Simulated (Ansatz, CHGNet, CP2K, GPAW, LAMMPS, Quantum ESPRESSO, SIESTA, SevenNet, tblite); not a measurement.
**Other levels on amorphous polyacrylonitrile (as short chains C14N4H18) at 400 K (108 atoms)**

Density of this cell: 1.06 g/cm³. The cell holds 108 atoms: 42 C, 12 N and 54 H. Its edges and angles: a = 10.456 Å, b = 10.456 Å, c = 10.456 Å, α = 90.0°, β = 90.0°, γ = 90.0°. 3 polyacrylonitrile chains of 4 units with methyl end groups placed at random, at 1.06 g/cm³; overlaps pushed apart, then 20 ps at 800 K with MMFF94 bonds, angles, torsions, charges and radii (Halgren, J. Comput. Chem. 17, 490 (1996)) in harmonic and 12-6 forms. Snapshot after 30 ps at 400 K and fixed volume.

Geometry: as built.

The reference, a calculation:

- method: Kohn-Sham DFT, PBE, SSSP efficiency 1.3.0 pseudopotentials, plane waves (Quantum ESPRESSO 7.5); sssp-pbe-1.3.0-efficiency, cutoffs 60/480 Ry, Γ point
- r.m.s. force component: 0.9543 eV/Å
- longest force: 4.298 eV/Å
- pressure: 2.823 GPa
- gap (highest filled to lowest empty level): 5.927 eV
- time: 1.9 min on 2 MPI ranks of Arm Neoverse V2, shared host
- CPU time: 3.9 min

**Question.** The same geometry is run in other programs. How far does each lie from the reference, and what does it cost?
- CP2K PBE, SZV-MOLOPT-SR, 600/50 Ry, OT DIIS (CP2K 2026.2; 2 threads)
- CP2K PBE, DZVP-MOLOPT-SR, 600/50 Ry, OT DIIS (CP2K 2026.2; 4 MPI ranks)
- SevenNet 0 potential (SevenNet 0; 1 thread)
- SIESTA PBE, DZP, shift 0.01 Ry, mesh 200 Ry (SIESTA 5.4.2; 2 MPI ranks)
- tblite GFN2-xTB (tblite 0.8.0; 1 thread)
- tblite GFN1-xTB (tblite 0.8.0; 1 thread)
- CP2K PBE+D3(BJ), DZVP-MOLOPT-SR, 600/50 Ry, OT DIIS (CP2K 2026.2; 4 MPI ranks)
- CP2K PBE, DZVP-MOLOPT-SR, 210/50 Ry, OT DIIS (CP2K 2026.2; 2 threads)
- CHGNet 0.3.0 potential (CHGNet 0.3.0; 1 thread)
- GPAW PBE, LCAO dzp, h 0.18 Å (GPAW 26.7.0; 2 MPI ranks)

Differences are against the plane-wave reference, forces as r.m.s. over components; share is that over the reference's r.m.s. force, slope the least-squares factor from reference forces to these. Total energies of different programs have different zeros and aren't compared.

```tsv
run	Δ force, r.m.s. (meV/Å)	share (%)	slope	Δ pressure (GPa)	Δ gap (eV)	cores	CPU time	memory (GiB)
reference	-	-	-	-	-	2	3.9 min	2.4
CP2K PBE, SZV-MOLOPT-SR, 600/50 Ry, OT DIIS (coarse)	1881	197	1.362	6.26	1.04	2	4.9 min	1.6
CP2K PBE, DZVP-MOLOPT-SR, 600/50 Ry, OT DIIS	138	14.4	1.032	0.530	0.217	4	8.5 min	2.6
SevenNet 0 potential	191	20.0	0.949	-0.739	-	1	7.3 s	1.1
SIESTA PBE, DZP, shift 0.01 Ry, mesh 200 Ry	707	74.1	1.163	3.82	0.19	2	61 s	0.75
tblite GFN2-xTB	569	59.6	0.912	-4.07	-	1	7.7 s	0.17
tblite GFN1-xTB	460	48.2	0.944	-3.30	-	1	2 s	0.17
CP2K PBE+D3(BJ), DZVP-MOLOPT-SR, 600/50 Ry, OT DIIS	137	14.4	1.032	-0.397	0.217	4	8.8 min	2.7
CP2K PBE, DZVP-MOLOPT-SR, 210/50 Ry, OT DIIS (coarse)	142	14.9	1.030	0.537	0.217	2	6.6 min	0.63
CHGNet 0.3.0 potential	269	28.2	0.910	-0.0954	-	1	4.2 s	2.1
GPAW PBE, LCAO dzp, h 0.18 Å	565	59.2	1.123	-	0.205	2	95 s	1.4
```

Rows marked coarse were listed beforehand as settings not expected to be converged; some can still land near the reference.

Times of the machine-learned potentials are mostly Python's start and the loading of weights.

CPU time is summed over cores on a shared host, where runs went side by side, so it is rough. Symmetry, cutoffs, thresholds, outputs and thread counts weren't matched or tuned between programs; memory under MPI is the largest rank's times the ranks.

The PBE runs in local orbitals, coarse settings apart, differ by 14 % (CP2K PBE, DZVP-MOLOPT-SR, 600/50 Ry, OT DIIS) to 74 % (SIESTA PBE, DZP, shift 0.01 Ry, mesh 200 Ry); basis, grid and potentials can all enter. Tight binding differs by 48 % (tblite GFN1-xTB) to 60 % (tblite GFN2-xTB); it is another model, with fitted parameters of its own, and the xTB methods hold dispersion. Machine-learned potentials differ by 20 % (SevenNet 0 potential) to 28 % (CHGNet 0.3.0 potential); they were trained on other programs' data. Rows with another functional or a dispersion term differ by 14 % (CP2K PBE+D3(BJ), DZVP-MOLOPT-SR, 600/50 Ry, OT DIIS), which mixes the change of model with differences of basis and potentials. Periodic xTB results under one method name differ between programs and library versions. Machine-learned potentials mimic data converged in k, so the reference's own k-point error enters their differences. The network of contacts between molecules at the start is that of the classical potential that made the cell, and needn't be the one that DFT or experiment would give. The electronic-structure runs sample only Γ, in a cell whose shortest periodic width is 10 Å.

[Logs are printed without paths, hosts, clocks, repeated set-up lines and the standing remarks that a program may print on its own settings, such as how far it seeks lower states.]

[Hosts, paths, dates, database ids (printed as entryN), source tags and the programs' standing remarks are cut or masked in the printed files.]

[The MMFF94 radii named for the starting cell were scaled by 0.96; in molecules described by MMFF94, hydrogen bound to N, O or S took a small fixed 12-6 site in their place.]
